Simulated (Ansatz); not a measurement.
# Work function of Na(100): what the settings cost and change

How thick a slab and how much vacuum does the work function of Na(100) need?

Calculated with Ansatz 0.2.0; plane-wave DFT, PBE, Ansatz PAW.

## 1. Starting point

The cell holds 1 atom: 1 Na. Cell: a = 4.230 Å, b = 4.230 Å, c = 18.000 Å, α = 90.0°, β = 90.0°, γ = 90.0°. Vacuum lies along c.

## 2. Run, setting 1 layer

A work function rests on the faint tail of the density, so the SCF threshold is tight. The slab grows from one layer, at fixed mesh and 18 Å of vacuum; then the vacuum is varied on one slab.

File input.yaml:

```yaml
crystal:
  lattice:
    - [4.23, 0.0, 0.0]
    - [0.0, 4.23, 0.0]
    - [0.0, 0.0, 18.0]
  atoms:
    - { symbol: Na, position: [0.5, 0.5, 0.5] }
kpoints:
  mp_grid: { grid: [10, 10, 1] }
hamiltonian:
  xc: pbe
scf:
  occupations: { method: fermi_dirac, width: 0.1 }
  convergence: { dr2_threshold: 1.0e-09 }
efield:
  axis: 3
  dipole_correction: true
  ramp_position: 0.97
  ramp_width: 0.06
output:
  write_potential: true
  write_density: true
  volumetric_format: npy
  elf: true
```

The run is started by

```sh
> ansatz run input.yaml --threads 2 --pin off --max-ram 3072MiB --backend cpu --events-out ev --progress --plain --runs-dir out
```

Numbers of over 12 decimals in the logs are rounded to 6 here.

The program printed:

```text
Engine: ansatz 0.2.0, aarch64-unknown-linux-gnu
Pseudopotentials: kind: paw
Pseudopotential: Na, paw, valence charge 9, recommended cutoff 420 eV (normal), Na.paw.azcp
Functional definition: PBE
  parameter kappa = 0.804
  parameter beta = 0.066725
  exchange = pbe_x(kappa = kappa, mu = beta*pi^2/3)
  correlation = pbe_c(beta = beta)
Crystal: 1 atoms, lattice volume = 322.072 Å³
Basis set: ecut = 420 eV, 6209 PW (Γ)
Bands: 9, of which v1, the nominal top of the filled ones, is band 5 counted from 1 (4 counted from 0)
Symmetry: 8 space group operations
k-points: 21 of 100
Non-local potential: Na, projectors of the file, l = 0: 3, l = 1: 2, l = 2: 1
PAW form: soft (Blöchl's): semilocal exchange-correlation on the pseudo side does not see the compensation charge
PAW one-centre angular grid: Na, 110 points (default); XC on 64 Gauss nodes
Initial density: superposition of atomic densities (neutral atoms: chi_scale 0, normalization atom), corrected by the library's trained network
Initial wavefunctions: pseudopotential atomic-orbital guess
Functional: x = pbe(κ = 0.804, μ = 0.219515), c = pbe(β = 0.066725)
SCF iter   1: F=—  HF=-1485.916427 eV  |F-HF|=—  |Δ(HF+E_count)|=         —  Δρ=2.77e-4  dr2=6.51e-4  ethr=1.77e-3  p=-0.000 e·Å  D=-5.35e-16 V/Å  ΔV_dip=0.00 eV  dr2_dipole=3.95e-12  V_vac-E_F(+/−)=2.80/2.80 eV  ⟨swp⟩=5.5  Hψ=1320  notcnv=0
efield: sawtooth ramp at fractional position 0.9700 (set: `efield.ramp_position`, or a place that a band, a saddle search or an elastic batch's reference lends), width 0.0600; the density the first Hamiltonian is built on has a dipole p = -0.000 e·Å; the dipole correction subtracts the counter field D = -5.35e-16 V/Å, which shifts the + side's vacuum level by +0.00 eV against the − side's; the planar-averaged density in the ramp window peaks in size at 4.6e-6 e/Å³
preconditioner: auto → LDOS  [metal: Δε(μ)=0.085 eV  Ē_g=3.659 eV  σ=0.100 eV  W_gap=0.20  n_scr=12 (ndim 8)  ℏωp=2.1 eV  f_vac=0.687  D(μ)=0.83/eV (n_scr^D=2)  β→1.0]
SCF iter   2: F=—  HF=-1485.917889 eV  |F-HF|=—  |Δ(HF+E_count)|=   1.46e-3  Δρ=2.76e-4  dr2=1.21e-4  ethr=7.23e-6  p=0.000 e·Å  D=5.06e-7 V/Å  ΔV_dip=-0.00 eV  dr2_dipole=3.71e-12  V_vac-E_F(+/−)=2.91/2.91 eV  ⟨swp⟩=2.1  Hψ=547  notcnv=0
SCF iter   3: F=—  HF=-1485.917853 eV  |F-HF|=—  |Δ(HF+E_count)|=   3.63e-5  Δρ=1.05e-4  dr2=2.23e-5  ethr=1.35e-6  p=0.000 e·Å  D=1.20e-7 V/Å  ΔV_dip=-0.00 eV  dr2_dipole=1.10e-13  V_vac-E_F(+/−)=2.91/2.91 eV  ⟨swp⟩=2.0  Hψ=284  notcnv=0
SCF iter   4: F=—  HF=-1485.917852 eV  |F-HF|=—  |Δ(HF+E_count)|=   1.05e-6  Δρ=3.11e-5  dr2=3.43e-6  ethr=2.48e-7  p=0.000 e·Å  D=3.33e-9 V/Å  ΔV_dip=-0.00 eV  dr2_dipole=5.81e-15  V_vac-E_F(+/−)=2.91/2.91 eV  ⟨swp⟩=2.0  Hψ=263  notcnv=0
SCF iter   5: F=—  HF=-1485.917856 eV  |F-HF|=—  |Δ(HF+E_count)|=   4.43e-6  Δρ=5.69e-6  dr2=1.41e-7  ethr=3.81e-8  p=0.000 e·Å  D=3.22e-8 V/Å  ΔV_dip=-0.00 eV  dr2_dipole=1.88e-14  V_vac-E_F(+/−)=2.91/2.91 eV  ⟨swp⟩=2.3  Hψ=281  notcnv=0
SCF iter   6: F=—  HF=-1485.917839 eV  |F-HF|=—  |Δ(HF+E_count)|=   1.65e-5  Δρ=4.52e-7  dr2=1.97e-9  ethr=1.56e-9  p=-0.000 e·Å  D=-5.23e-9 V/Å  ΔV_dip=0.00 eV  dr2_dipole=2.16e-15  V_vac-E_F(+/−)=2.91/2.91 eV  ⟨swp⟩=2.3  Hψ=285  notcnv=0
SCF iter   7: F=-1485.917839 eV  HF=-1485.917839 eV  |F-HF|=2.23e-11  |Δ(HF+E_count)|=   1.49e-9  Δρ=5.94e-8  dr2=2.58e-11  ethr=1.11e-11  p=0.000 e·Å  D=1.16e-8 V/Å  ΔV_dip=-0.00 eV  dr2_dipole=1.79e-15  V_vac-E_F(+/−)=2.91/2.91 eV  ⟨swp⟩=3.6  Hψ=653  notcnv=0
SCF 1 converged in 7 iterations: F = -1485.917839 eV  dr2 = 2.58e-11
  greatest PAW one-centre occupation: 0.999 electrons in one spin orbital (limit 2), on the Na atom at site 0 (counted from 0), in its partial waves of l = 0
WARN: The output density's exchange-correlation potential varies sharply where the density is thin. Do not read a vacuum level from v_tot or v_xc, or from such a field of the output density. On a cell that repeats whose density bears no net charge and no dipole along the vacuum's axis use v_es (v_loc + v_h of the components); under efield.dipole_correction with no amplitude use v_es + v_field, which holds any externa [...]
SCF converged after 7 iterations
Free energy (F): -1485.917839 eV
Harris-Foulkes:  -1485.917839 eV  (|F-HF|=2.23e-11)
Internal energy: -1485.891080 eV  (E = F + TS)
E sigma→0 (E₀):  -1485.904460 eV
Entropy (-TS):   -0.026759 eV (-26.759 meV/atom)
Fermi energy:    -2.283628 eV
Dipole field:    D = -0.000000 V/Å  (p = -0.000000 e·Å, saw-weighted, corrected)
Work function:   Φ+ = 2.9113 eV   Φ− = 2.9113 eV
Levels:          The Fermi level and band energies are counted from a zero that moves with the ramp; work functions are not
--- Per-component energies (eV) ---
  E_band       = -282.713895
  E_kinetic    = 119.261270
  E_local      = -2563.409419  (includes V_loc(G=0)·N_el)
  E_nonlocal   = 114.903119
  E_hartree    = 1067.310626
  E_xc         = -37.389405
  E_vxc        = -48.004373  (∫ρ·V_xc dr)
  E_paw        = -263.207880  (= ΣΔE_a)
  E_vpaw       = -40.085517  (= ΣTr[D̂ρ^β])
  E_aug_tail   = -0.000032  (compensation charges beyond the density's cutoff)
  E_efield     = 0.000000  (sawtooth field / dipole correction)
  E_vefield    = 0.000000  (∫n·V_field dr)
  E_ewald      = 76.640640
  E_smearing   = -0.026759  (= −TS)
  E_closure    = -0.000000  (closes the sum)
  Σ components = -1485.917839   (vs F -1485.917839, Δ=0.00e0)
--- Band table (eV; the first three rows and the last of 21) ---
  k-point 0: bands = ["-56.0332", "-27.9649", "-27.9394", "-27.9394", "-3.6442", "-1.1923", "0.2134", "1.0434", "1.1692"]
  k-point 1: bands = ["-56.0332", "-27.9649", "-27.9398", "-27.9393", "-3.5589", "-1.1102", "0.2974", "1.1267", "1.2527"]
  k-point 2: bands = ["-56.0332", "-27.9648", "-27.9408", "-27.9393", "-3.3034", "-0.8642", "0.5490", "1.3761", "1.4887"]
  k-point 20: bands = ["-56.0331", "-27.9642", "-27.9433", "-27.9433", "0.3182", "0.3182", "0.6155", "0.9911", "2.5066"]
```

Run time: 10 s. Hardware: 2 threads of Arm Neoverse N1, shared host; peak memory 0.44 GiB; 14 s of CPU time.

Reading the cycles: dr2 is the Hartree energy of the density residual (eV), the measure of convergence; HF is the Harris–Foulkes estimate of the energy, which meets the free energy F at convergence.

Numbers from this step:

| Quantity | Value |
| --- | --- |
| energy at zero smearing | -1485.9045 eV |
| work function, upper face | 2.911 eV |

Running mean over 2.115 Å of the planar mean; the ramp of the sawtooth is left out. The electron's electrostatic potential energy less the Fermi level by z:

```tsv
z (Å)	electron's electrostatic potential energy less the Fermi level (eV)
3.0	2.91
3.5	2.91
4.0	2.91
4.5	2.91
5.0	2.90
5.5	2.88
6.0	2.82
6.5	2.70
7.0	2.44
7.5	1.84
8.0	0.532
8.5	-0.566
9.0	-0.830
9.5	-0.566
10.0	0.532
10.5	1.84
11.0	2.44
11.5	2.70
12.0	2.82
12.5	2.88
13.0	2.90
13.5	2.91
14.0	2.91
14.5	2.91
15.0	2.91
```

Valence density in the ca plane at fractional y = 0.500, with atoms of Na within 0.2 Å of it. It is the smooth field of the valence electrons, not physical close to the nuclei.

Ten steps, logarithmic in the rise over the least value, from '0' (0 e/Å³) to '9' (16 e/Å³), each cell a mean:
```
00000000000000000000000000000000000000000000
00000000000000000000000000000000000000000000
00000000000000000000011000000000000000000000
00000000000000000000267400000000000000000000
00000000000000000000499710000000000000000000
00000000000000000000389610000000000000000000
00000000000000000000134200000000000000000000
00000000000000000000000000000000000000000000
00000000000000000000000000000000000000000000
00000000000000000000000000000000000000000000
```
Columns run along c (18.0 Å), rows up along a (4.2 Å). Atoms in or near the plane, at fractional coordinates: Na at (0.50, 0.50).

ELF in the ca plane at fractional y = 0.500, with atoms of Na within 0.2 Å of it. It is the smooth field of the valence electrons, not physical close to the nuclei.

Ten even steps from '0' (0.00) to '9' (0.77), each cell a mean:
```
00000000000000013689888898742100000000000000
00000000000000024675211136753100000000000000
00000000000000124641012002553100000000000000
00000000000000125510367510354200000000000000
00000000000000135400664720254200000000000000
00000000000000135410575720254200000000000000
00000000000000125520145301453100000000000000
00000000000000124652000014653100000000000000
00000000000000023677543467752100000000000000
00000000000000013689999998742100000000000000
```
Columns run along c (18.0 Å), rows up along a (4.2 Å). Atoms in or near the plane, at fractional coordinates: Na at (0.50, 0.50).

Electrostatic potential energy in the ca plane at fractional y = 0.500, with atoms of Na within 0.2 Å of it. With pseudopotentials it is smooth inside the atoms' cores, unlike the true potential.

Values in units of 1e0 eV, 6 rows by 16 columns, each cell a mean:
```
 0.6  0.6  0.6  0.6  0.6  0.6  0.2 -0.8 -1.0  0.1  0.5  0.6  0.6  0.6  0.6  0.6
 0.6  0.6  0.6  0.6  0.6  0.5 -0.4 -4.5 -5.4 -0.8  0.4  0.6  0.6  0.6  0.6  0.6
 0.6  0.6  0.6  0.6  0.6  0.4 -1.2 -8.6 -9.6 -2.0  0.3  0.6  0.6  0.6  0.6  0.6
 0.6  0.6  0.6  0.6  0.6  0.4 -1.0 -8.0 -9.1 -1.7  0.3  0.6  0.6  0.6  0.6  0.6
 0.6  0.6  0.6  0.6  0.6  0.5 -0.2 -3.1 -3.7 -0.5  0.4  0.6  0.6  0.6  0.6  0.6
 0.6  0.6  0.6  0.6  0.6  0.6  0.3 -0.4 -0.5  0.2  0.5  0.6  0.6  0.6  0.6  0.6
```
Columns run along c (18.0 Å; values clipped at the 3rd and 97th percentile), rows up along a (4.2 Å). Atoms in or near the plane, at fractional coordinates: Na at (0.50, 0.50).

The work function is 2.911 eV.

## 3. Run, 2 atoms

System of this step: Na(100). The cell holds 2 atoms: 2 Na. Cell: a = 4.230 Å, b = 4.230 Å, c = 20.115 Å, α = 90.0°, β = 90.0°, γ = 90.0°. Vacuum lies along c.

input.yaml, the sections that differ from step 2:

```yaml
crystal:
  lattice:
    - [4.23, 0.0, 0.0]
    - [0.0, 4.23, 0.0]
    - [0.0, 0.0, 20.115]
  atoms:
    - { symbol: Na, position: [0.5, 0.5, 0.4474272931] }
    - { symbol: Na, position: [0.0, 0.0, 0.5525727069] }
output:
  write_potential: true
  write_density: true
  volumetric_format: npy
# kpoints, hamiltonian, scf, efield: as in step 2
```

The program printed:

```text
[...]
Crystal: 2 atoms, lattice volume = 359.916 Å³
Basis set: ecut = 420 eV, 6935 PW (Γ)
Bands: 13, of which v1, the nominal top of the filled ones, is band 9 counted from 1 (8 counted from 0)
Symmetry: 8 space group operations
k-points: 21 of 100
[...]
k-point 0: bands = [... 5 lower, -26.9794, -26.9678, -26.9678, -4.0006, -1.9698, -0.2776, 0.8275, 0.9895]
  k-point 1: bands = [... 5 lower, -26.9788, -26.9683, -26.9680, -3.9146, -1.8860, -0.1958, 0.9107, 1.0728]
  k-point 2: bands = [... 5 lower, -26.9777, -26.9697, -26.9688, -3.6574, -1.6350, 0.0489, 1.1290, 1.3085]
  k-point 20: bands = [... 5 lower, -26.9858, -26.9698, -26.9698, -0.0829, -0.0829, 0.4755, 0.4755, 2.0089]
[key lines of the parts left out:]
SCF converged after 8 iterations
Free energy (F): -2972.338018 eV
Fermi energy:    -1.664111 eV
Dipole field:    D = -0.000000 V/Å  (p = -0.000000 e·Å, saw-weighted, corrected)
Work function:   Φ+ = 2.6519 eV   Φ− = 2.6519 eV
```

Elapsed: 13 s, on 2 threads; peak memory 0.46 GiB.

The work function is 2.652 eV, -0.259 eV from the run “1 layer”, at 1.4 times its CPU time.

## 4. Slab, 3 atoms

System of this step: Na(100). The cell holds 3 atoms: 3 Na. Its edges and angles: a = 4.230 Å, b = 4.230 Å, c = 22.230 Å, α = 90.0°, β = 90.0°, γ = 90.0°. Vacuum lies along c.

input.yaml, the sections that differ from step 3:

```yaml
crystal:
  lattice:
    - [4.23, 0.0, 0.0]
    - [0.0, 4.23, 0.0]
    - [0.0, 0.0, 22.23]
  atoms:
    - { symbol: Na, position: [0.0, 0.0, 0.4048582996] }
    - { symbol: Na, position: [0.5, 0.5, 0.5] }
    - { symbol: Na, position: [0.0, 0.0, 0.5951417004] }
# kpoints, hamiltonian, scf, efield, output: as in step 3
```

The program printed:

```text
[...]
Crystal: 3 atoms, lattice volume = 397.759 Å³
Basis set: ecut = 420 eV, 7655 PW (Γ)
Bands: 18, of which v1, the nominal top of the filled ones, is band 14 counted from 1 (13 counted from 0)
Symmetry: 8 space group operations
k-points: 21 of 100
[...]
k-point 0: bands = [... 10 lower, -26.2693, -26.2693, -4.0513, -2.6326, -0.9725, 0.4030, 1.0789, 1.9147]
  k-point 1: bands = [... 10 lower, -26.2697, -26.2692, -3.9651, -2.5478, -0.8902, 0.4845, 1.1617, 1.9960]
  k-point 2: bands = [... 10 lower, -26.2709, -26.2692, -3.7075, -2.2939, -0.6441, 0.7275, 1.2018, 1.4382]
  k-point 20: bands = [... 10 lower, -26.2735, -26.2724, -0.1166, -0.1166, 0.2352, 0.5728, 1.2563, 1.2563]
[key lines of the parts left out:]
SCF converged after 8 iterations
Free energy (F): -4458.793463 eV
Fermi energy:    -1.314585 eV
Dipole field:    D = -0.000000 V/Å  (p = -0.000000 e·Å, saw-weighted, corrected)
Work function:   Φ+ = 2.5993 eV   Φ− = 2.5993 eV
```

It took 19 s on 2 threads; peak memory 0.5 GiB; 29 s of CPU time.

The work function is 2.599 eV, -0.053 eV from the run “2 layers”, at 1.4 times its CPU time.

## 5. Run, 4 atoms

System of this step: Na(100). The cell holds 4 atoms: 4 Na. Its edges and angles: a = 4.230 Å, b = 4.230 Å, c = 24.345 Å, α = 90.0°, β = 90.0°, γ = 90.0°. Vacuum lies along c.

input.yaml, the sections that differ from step 4:

```yaml
crystal:
  lattice:
    - [4.23, 0.0, 0.0]
    - [0.0, 4.23, 0.0]
    - [0.0, 0.0, 24.345]
  atoms:
    - { symbol: Na, position: [0.5, 0.5, 0.3696857671] }
    - { symbol: Na, position: [0.0, 0.0, 0.4565619224] }
    - { symbol: Na, position: [0.5, 0.5, 0.5434380776] }
    - { symbol: Na, position: [0.0, 0.0, 0.6303142329] }
# kpoints, hamiltonian, scf, efield, output: as in step 4
```

The program printed:

```text
[...]
Crystal: 4 atoms, lattice volume = 435.603 Å³
Basis set: ecut = 420 eV, 8389 PW (Γ)
Bands: 22, of which v1, the nominal top of the filled ones, is band 18 counted from 1 (17 counted from 0)
Symmetry: 8 space group operations
k-points: 21 of 100
[...]
k-point 0: bands = [... 14 lower, -26.0786, -26.0786, -4.0412, -3.0681, -1.6790, -0.3115, 0.8374, 1.6327]
  k-point 1: bands = [... 14 lower, -26.0789, -26.0788, -3.9549, -2.9828, -1.5953, -0.2304, 0.9189, 1.7097]
  k-point 2: bands = [... 14 lower, -26.0798, -26.0796, -3.6968, -2.7278, -1.3448, 0.0100, 1.1584, 1.2320]
  k-point 20: bands = [... 14 lower, -26.0806, -26.0806, -0.0928, -0.0928, 0.3766, 0.3766, 0.8170, 0.8170]
[key lines of the parts left out:]
SCF converged after 8 iterations
Free energy (F): -5945.199157 eV
Fermi energy:    -1.123147 eV
Dipole field:    D = -0.000000 V/Å  (p = -0.000001 e·Å, saw-weighted, corrected)
Work function:   Φ+ = 2.7173 eV   Φ− = 2.7173 eV
```

It took 26 s on 2 threads; peak memory 0.56 GiB.

The work function is 2.717 eV, +0.118 eV from the run “3 layers”, at 1.4 times its CPU time.

## 6. Slab, 5 atoms

System of this step: Na(100). The cell holds 5 atoms: 5 Na. Its edges and angles: a = 4.230 Å, b = 4.230 Å, c = 26.460 Å, α = 90.0°, β = 90.0°, γ = 90.0°. Vacuum lies along c.

input.yaml, the sections that differ from step 5:

```yaml
crystal:
  lattice:
    - [4.23, 0.0, 0.0]
    - [0.0, 4.23, 0.0]
    - [0.0, 0.0, 26.46]
  atoms:
    - { symbol: Na, position: [0.0, 0.0, 0.3401360544] }
    - { symbol: Na, position: [0.5, 0.5, 0.4200680272] }
    - { symbol: Na, position: [0.0, 0.0, 0.5] }
    - { symbol: Na, position: [0.5, 0.5, 0.5799319728] }
    - { symbol: Na, position: [0.0, 0.0, 0.6598639456] }
# kpoints, hamiltonian, scf, efield, output: as in step 5
```

The program printed:

```text
[...]
Crystal: 5 atoms, lattice volume = 473.446 Å³
Basis set: ecut = 420 eV, 9109 PW (Γ)
Bands: 28, of which v1, the nominal top of the filled ones, is band 23 counted from 1 (22 counted from 0)
Symmetry: 8 space group operations
k-points: 21 of 100
[...]
k-point 1: bands = [... 19 lower, -25.7821, -3.7655, -3.0760, -2.0148, -0.7876, 0.3663, 1.3650, 1.7178, ... 1 higher]
  k-point 2: bands = [... 19 lower, -25.7828, -3.5071, -2.8201, -1.7623, -0.5405, 0.6008, 1.4267, 1.5898, ... 1 higher]
  k-point 20: bands = [... 19 lower, -25.7835, 0.1058, 0.1058, 0.5231, 0.6269, 0.7401, 0.7401, 1.0955, ... 1 higher]
[key lines of the parts left out:]
SCF converged after 9 iterations
Free energy (F): -7431.623017 eV
Fermi energy:    -0.840330 eV
Dipole field:    D = -0.000000 V/Å  (p = -0.000000 e·Å, saw-weighted, corrected)
Work function:   Φ+ = 2.6052 eV   Φ− = 2.6052 eV
```

Elapsed: 34 s, on 2 threads; peak memory 0.65 GiB; 57 s of CPU time.

The work function is 2.605 eV, -0.112 eV from the run “4 layers”, at 1.5 times its CPU time.

## 7. Slab, 6 atoms

System of this step: Na(100). The cell holds 6 atoms: 6 Na. Cell: a = 4.230 Å, b = 4.230 Å, c = 28.575 Å, α = 90.0°, β = 90.0°, γ = 90.0°. Vacuum lies along c.

input.yaml, the sections that differ from step 6:

```yaml
crystal:
  lattice:
    - [4.23, 0.0, 0.0]
    - [0.0, 4.23, 0.0]
    - [0.0, 0.0, 28.575]
  atoms:
    - { symbol: Na, position: [0.5, 0.5, 0.3149606299] }
    - { symbol: Na, position: [0.0, 0.0, 0.388976378] }
    - { symbol: Na, position: [0.5, 0.5, 0.462992126] }
    - { symbol: Na, position: [0.0, 0.0, 0.537007874] }
    - { symbol: Na, position: [0.5, 0.5, 0.611023622] }
    - { symbol: Na, position: [0.0, 0.0, 0.6850393701] }
# kpoints, hamiltonian, scf, efield, output: as in step 6
```

The program printed:

```text
[...]
Crystal: 6 atoms, lattice volume = 511.290 Å³
Basis set: ecut = 420 eV, 9851 PW (Γ)
Bands: 33, of which v1, the nominal top of the filled ones, is band 27 counted from 1 (26 counted from 0)
Symmetry: 8 space group operations
k-points: 21 of 100
[...]
k-point 1: bands = [... 23 lower, -25.6219, -3.6691, -3.1550, -2.3327, -1.2959, -0.2072, 0.8172, 1.6167, ... 2 higher]
  k-point 2: bands = [... 23 lower, -25.6219, -3.4105, -2.8983, -2.0789, -1.0459, 0.0360, 1.0406, 1.5365, ... 2 higher]
  k-point 20: bands = [... 23 lower, -25.6223, 0.2081, 0.2081, 0.6652, 0.6652, 0.6761, 0.6761, 1.1662, ... 2 higher]
[key lines of the parts left out:]
SCF converged after 8 iterations
Free energy (F): -8918.056267 eV
Fermi energy:    -0.701444 eV
Dipole field:    D = -0.000001 V/Å  (p = -0.000004 e·Å, saw-weighted, corrected)
Work function:   Φ+ = 2.6752 eV   Φ− = 2.6751 eV
```

Wall time 39 s (2 threads); peak memory 0.73 GiB; 65 s of CPU time.

The work function is 2.675 eV, +0.070 eV from the run “5 layers”, at 1.2 times its CPU time.

[end of part 1 of 2]

[Logs are printed without paths, hosts, clocks, repeated set-up lines and the standing remarks that a program may print on its own settings, such as how far it seeks lower states.]

[Hosts, paths, dates, database ids (printed as entryN), source tags and the programs' standing remarks are cut or masked in the printed files.]

[Maps of the electrostatic potential energy from Ansatz leave out the sawtooth potential of an applied field or a dipole correction, so their vacuum need not be flat; planar profiles and work functions include it.]
